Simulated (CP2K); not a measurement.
Two runs for the C K edge of p-benzoquinone. Run A: CP2K XAS_TDP, all-electron GAPW, PBEh(45%), aug-cc-pVDZ, TDA, no relativity. Run B differs in one setting.

First lines with a strength over 0.0015. A:

```tsv
atom	energy (eV)	states	strength, one atom
C2 (bonded to 2 C and O), 2 alike	281.32	1	0.0472
	285.70	1	0.0267
	288.44	1	0.0045
	289.69	1	0.0034
	289.71	1	0.0046
C3 (bonded to 2 C and H), 4 alike	280.03	1	0.0368
	283.18	1	0.0176
	284.99	1	0.0016
	285.23	1	0.0129
	286.16	1	0.0051
```

B:

```tsv
atom	energy (eV)	states	strength, one atom
C2 (bonded to 2 C and O), 2 alike	275.61	1	0.0257
	279.22	1	0.0326
	282.50	1	0.0080
	283.35	1	0.0069
	283.88	1	0.0034
C3 (bonded to 2 C and H), 4 alike	274.07	1	0.0194
	276.64	1	0.0217
	278.02	1	0.0024
	278.69	1	0.0049
	279.24	1	0.0027
```

Question: Which was it: the functional, the basis, scalar relativity switched on, GW2X switched on?

The functional (functional from PBEh(45%) to PBE0; the lines alone don't name the new value). A functional moves all lines by electronvolts and changes their spacings and strengths. Against PBEh(45%) in aug-cc-pVDZ, the leading lines move by -5.71 eV (C2, to 275.61) and -5.96 eV (C3, to 274.07); the strength of C2's goes from 0.0472 to 0.0257. The next line of C2 over the strength cut lies 3.61 eV higher, against 4.38.

[Banner, clock and machine lines of the logs are left out without a mark of their own.]

[Logs are printed without paths, hosts, clocks, repeated set-up lines and the standing remarks that a program may print on its own settings, such as how far it seeks lower states.]

[Hosts, paths, dates, database ids (printed as entryN), source tags and the programs' standing remarks are cut or masked in the printed files.]
